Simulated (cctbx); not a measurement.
# What resolution and counting buy: NdNiPb3

Space group I4mm (no. 107), a = 4.8630 Å, b = 4.8630 Å, c = 11.0280 Å, α = 90.00°, β = 90.00°, γ = 90.00°.

| atom | mult. | x | y | z | Ueq (Å²) |
| --- | --- | --- | --- | --- | --- |
| Pb1 | 4 | 0 | 1/2 | 0.4020 | 0.0099 |
| Pb2 | 2 | 0 | 0 | 0.2323 | 0.0074 |
| Nd1 | 2 | 1/2 | 1/2 | 0.1636 | 0.0093 |
| Ni1 | 2 | 1/2 | 1/2 | 0.4995 | 0.0128 |

The model was made for the exercise: a known structure type with other elements put in, its volume estimated, not relaxed; displacement parameters are assumed.

Five simulated data sets (cctbx; Mo Kα, λ = 0.71073 Å; 6 % proportional error) differ in resolution or exposure (noise floor 2 counts in the first three, 8 in the last two). Each is refined with the right model, isotropic at 1.1 Å and anisotropic otherwise. How do the figures of merit and the uncertainties move?

```csv
d min (Å),top counts,"⟨I/σ⟩ (unmerged, absences included)",unique,param. (scale apart),Rint,R1,GooF,largest s.u. xyz (fractional),s.u. U of Ni1 (Å²),largest error (Å)
1.1,20000,7.3,80,8,0.038,0.0163,1.02,0.00063,0.0024,0.0093
0.84,20000,7.2,156,13,0.047,0.0155,0.88,0.00037,0.0013,0.0112
0.6,20000,6.4,402,13,0.041,0.0185,0.95,0.00023,0.0006,0.0029
0.75,300,1.1,212,13,0.260,0.0722,0.86,0.00267,0.0090,0.0314
0.75,3000,4.1,212,13,0.061,0.0258,0.88,0.00055,0.0020,0.0127
```

The number of reflections grows roughly as 1/d³: 80, 156 and 402 here. R1 follows the noise rather than the truth: at 300 counts it is 0.0722, at 3000 counts 0.0258, while GooF is 0.86 and 0.88: the weights 1/σ² carry the noise. The s.u. of U (U11 where anisotropic) for Ni1 goes 0.0024, 0.0013, 0.0006 Å² with resolution and 0.0090, 0.0020 Å² with exposure.

Hardware for the 0.6 Å refinement: 0.6 s on 1 thread of Arm Neoverse V1 (shared host), peak memory 0.09 GiB.

[Logs are printed without paths, hosts, clocks, repeated set-up lines and the standing remarks that a program may print on its own settings, such as how far it seeks lower states.]
